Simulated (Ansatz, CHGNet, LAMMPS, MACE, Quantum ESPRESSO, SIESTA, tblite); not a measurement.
# Zn2+ BF4- in dimethoxyethane and tetrahydrofuran at 480 K (85 atoms): other programs against plane waves

One geometry of Zn2+ BF4- in dimethoxyethane and tetrahydrofuran at 480 K (85 atoms) is solved by several programs and methods. How far do their forces lie from a plane-wave PBE run?

Results are calculated, not measured.

**1. The cell**

The cell holds 85 atoms (20 C, 8 O, 46 H, 2 B, 8 F and 1 Zn), with edges of 10.03, 10.03 and 10.03 Å. Recipe: 3 dimethoxyethane, 2 tetrahydrofuran, 1 Zn2+, 2 BF4- placed at random, at 1.08 g/cm³; overlaps pushed apart, then 10 ps at 550 K with stiff harmonic cages for PF6 and BF4 with UFF radii; divalent ions of Li, Roberts, Chakravorty and Merz (J. Chem. Theory Comput. 9, 2733 (2013)); MMFF94 bonds, angles, torsions, charges and radii (Halgren, J. Comput. Chem. 17, 490 (1996)) in harmonic and 12-6 forms; charges of ions scaled by 0.8. Snapshot after 30 ps at 480 K and fixed volume. The density is 1.08 g/cm³.

**2. The reference input**

Quantum ESPRESSO 7.5: Kohn-Sham DFT, PBE, SSSP efficiency 1.3.0 pseudopotentials, plane waves. Its input, pw.in:

```
&control
  calculation = 'scf'
  pseudo_dir = './pseudo'
  outdir = './tmp'
  disk_io = 'none'
  tprnfor = .true.
  tstress = .true.
/
&system
  ibrav = 0
  nat = 85
  ntyp = 6
  ecutwfc = 60
  ecutrho = 480
  nosym = .true.
  occupations = 'smearing'
  smearing = 'fd'
  degauss = 0.003675
/
&electrons
  conv_thr = 4.3e-07
  electron_maxstep = 100
  mixing_beta = 0.4
  mixing_mode = 'plain'
  diagonalization = 'david'
/
ATOMIC_SPECIES
C 12.011 C.upf
O 15.999 O.upf
H 1.008 H.upf
B 10.810 B.upf
F 18.998 F.upf
Zn 65.380 Zn.upf
CELL_PARAMETERS angstrom
10.02554 0.00000 0.00000
0.00000 10.02554 0.00000
0.00000 0.00000 10.02554
ATOMIC_POSITIONS crystal
C 0.73336 0.58449 0.71775
O 0.59029 0.57258 0.69394
C 0.56928 0.61204 0.55735
C 0.60080 0.75681 0.53298
[... 79 atom lines left out ...]
F 0.33312 0.19070 0.43341
Zn 0.17771 0.16951 0.53776
K_POINTS gamma
```

```console
$ OMP_NUM_THREADS=1 mpirun -np 2 pw.x -in pw.in > output.txt
```

Run time: 95 s. Hardware: 2 MPI ranks of Arm Neoverse V2, shared host; peak memory 2.5 GiB.

It converged with an r.m.s. force component of 1.1 eV/Å and a pressure of 2.9 GPa.

Its highest filled and lowest empty levels lie 4.05 eV apart on its k-points.

**3. The other programs**

- CHGNet: machine-learned potential, published weights.
- MACE: machine-learned potential, published weights.
- Quantum ESPRESSO 7.5: plane waves; labels (QE) give functional, pseudopotential set and cutoffs of waves/density.
- SIESTA 5.4.2: numerical atomic orbitals, whose automatically made sets are far from complete, with PseudoDojo norm-conserving potentials that we converted to its format (checked against plane waves on the same files for H, C, O, Si, Ge and Ca alone); labels give functional, basis size, energy shift and mesh cutoff.
- tblite 0.8.0: extended tight binding, driven from Python.

All use the same cell and atoms, and the electronic-structure runs the same k-mesh.

**4. Side by side**

Differences are against the reference: forces as r.m.s. over components, share as that over the reference's r.m.s. force, slope as the fitted ratio of a run's forces to the reference's.

| run | Δ force, r.m.s. (meV/Å) | share (%) | slope | Δ pressure (GPa) | Δ gap (eV) | cores | CPU time | memory (GiB) |
| --- | --- | --- | --- | --- | --- | --- | --- | --- |
| reference | - | - | - | - | - | 2 | 3.2 min | 2.5 |
| CHGNet 0.3.0 potential | 215 | 19.0 | 0.930 | -0.343 | - | 1 | 3.8 s | 1.5 |
| CHGNet r2SCAN potential | 305 | 26.9 | 0.843 | -1.75 | - | 1 | 3.5 s | 1.5 |
| MACE MP-0b3 medium potential | 165 | 14.6 | 0.966 | -0.145 | - | 1 | 7.2 s | 1.1 |
| QE PBE+D3(BJ), sssp-1.3.0-efficiency, 60/480 Ry | 6.64 | 0.587 | 0.999 | -0.553 | 0 | 2 | 3.2 min | 2.5 |
| SIESTA PBE, DZ, shift 0.01 Ry, mesh 500 Ry (coarse) | 458 | 40.5 | 1.087 | 2.84 | 0.821 | 1 | 71 s | 0.79 |
| SIESTA PBE, DZP, shift 0.01 Ry, mesh 500 Ry | 340 | 30.0 | 1.080 | 1.44 | 0.506 | 2 | 2.8 min | 1.6 |
| SIESTA PBE, SZ, shift 0.01 Ry, mesh 500 Ry (coarse) | 2054 | 181 | 1.222 | 16.8 | -0.785 | 1 | 57 s | 0.7 |
| SIESTA PBE, SZP, shift 0.01 Ry, mesh 500 Ry (coarse) | 1114 | 98.4 | 1.122 | 6.31 | 0.356 | 2 | 2.2 min | 1.5 |
| tblite GFN1-xTB | 299 | 26.4 | 0.936 | -2.55 | - | 1 | 2.2 s | 0.16 |

Rows marked coarse were listed beforehand as settings not expected to be converged; some can still land near the reference.

Times of the machine-learned potentials are mostly Python's start and the loading of weights.

CPU time is summed over cores on shared hosts, so it is rough.

**5. Findings**

Forces lie from 0.59 % (QE PBE+D3(BJ), sssp-1.3.0-efficiency, 60/480 Ry) to 181 % (SIESTA PBE, SZ, shift 0.01 Ry, mesh 500 Ry, coarse) of the reference's r.m.s. force of 1.1 eV/Å away from it. The PBE run in local orbitals, coarse settings apart, differs by 30 % (SIESTA PBE, DZP, shift 0.01 Ry, mesh 500 Ry); basis, grid and potentials can all enter. Tight binding differs by 26 % (tblite GFN1-xTB); it is another model, with fitted parameters of its own, and the xTB methods hold dispersion. Machine-learned potentials differ by 15 % (MACE MP-0b3 medium potential) to 27 % (CHGNet r2SCAN potential); they were trained on other programs' data, some at another functional.

In the reference's own program, potentials and cutoffs, a change of model alone moves forces by 0.59 % (QE PBE+D3(BJ), sssp-1.3.0-efficiency, 60/480 Ry). Runs with settings chosen to be coarse differ by 40 % (SIESTA PBE, DZ, shift 0.01 Ry, mesh 500 Ry) to 181 % (SIESTA PBE, SZ, shift 0.01 Ry, mesh 500 Ry), their programs' other errors included. Pressures at PBE, coarse settings apart, lie +1.44 GPa from the reference's. Gaps at PBE, coarse settings apart, lie +0.51 eV from the reference's.

**Limits.** Periodic xTB results under one method name differ between programs and library versions. With short bonds to hydrogen, sets of potentials differ among themselves by several per cent in forces even at converged cutoffs, so the reference isn't exact here either. The reference's pressure holds the uncorrected Pulay stress of its 60 Ry basis, so small pressure differences may be the reference's own error. Machine-learned potentials mimic data converged in k, so the reference's own k-point error enters their differences. The network of contacts between molecules at the start is that of the classical potential that made the cell, and needn't be the one that DFT or experiment would give. The reference's stress is far from hydrostatic: its diagonal is 1.5, 2.6, 4.5 GPa, compression counted positive. The reference's PBE has no dispersion term, which matters for the binding between molecules or layers. The density was typed from a rule of thumb and may lie off the real one at this temperature. The electronic-structure runs sample only Γ, in a cell whose shortest periodic width is 10 Å. Where levels are smeared, the DFT runs use Fermi–Dirac occupations at 580 K (0.05 eV), and energies are free energies. The reference's cutoffs and mesh weren't converged further here.

[Logs are printed without paths, hosts, clocks, repeated set-up lines and the standing remarks that a program may print on its own settings, such as how far it seeks lower states.]

[Hosts, paths, dates, database ids (printed as entryN), source tags and the programs' standing remarks are cut or masked in the printed files.]

[Cells were taken only where this reference lay near another plane-wave run.]

[The MMFF94 radii named for the starting cell were scaled by 0.96; in molecules described by MMFF94, hydrogen bound to N, O or S took a small fixed 12-6 site in their place.]
